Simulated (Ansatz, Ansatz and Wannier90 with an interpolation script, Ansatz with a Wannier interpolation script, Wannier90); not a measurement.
Planning a run of Ansatz 0.2.0 on TiO2 (Rutile). The input:

```yaml
crystal:
  lattice:
    - [4.500356, 0.0, 0.0]
    - [0.0, 4.500356, 0.0]
    - [0.0, 0.0, 2.9980454518]
  atoms:
    - { symbol: Ti, position: [0.0, 0.0, 0.0] }
    - { symbol: Ti, position: [0.5, 0.5, 0.5] }
    - { symbol: O, position: [0.3044907164, 0.3044907164, 0.0] }
    - { symbol: O, position: [0.1955092836, 0.8044907164, 0.5] }
    - { symbol: O, position: [0.6955092836, 0.6955092836, 0.0] }
    - { symbol: O, position: [0.8044907164, 0.1955092836, 0.5] }
kpoints:
  mp_grid: { grid: [4, 4, 6] }
hamiltonian:
  xc: lda
scf:
  occupations: { method: fixed }
gw:
  n_empty_bands: 204
  ecut_chi: 130.0
  qp_bands: [v12, c7]
  screening: { model: contour_deformation }
```

```sh
ansatz run input.yaml --threads 14 --pin off --max-ram 73728MiB --backend cpu --events-out ev --progress --plain --runs-dir out
```

Question: Estimate wall time and host memory on 14 threads of Arm Neoverse V2, shared host.

It took 4.4 min; on shared hardware allow 2.2 min to 8.7 min. Peak host memory was 1.4 GiB. The sizes that set the cost: 1187 plane waves a state, 24 irreducible k points, 228 bands summed, 197 plane waves in the screening and 7 SCF cycles.

The screening grows as filled bands × empty bands × pairs of k points, times the square of the screening basis for the matrix.

[Paths, hosts, dates, memory and timing lines, banners, echoed tables and standing remarks are left out of the program output.]

[Logs are printed without paths, hosts, clocks, repeated set-up lines and the standing remarks that a program may print on its own settings, such as how far it seeks lower states.]

[Runs of the session that timed out or met a known fault of the program may be left out.]

[Hosts, paths, dates, database ids (printed as entryN), source tags and the programs' standing remarks are cut or masked in the printed files.]
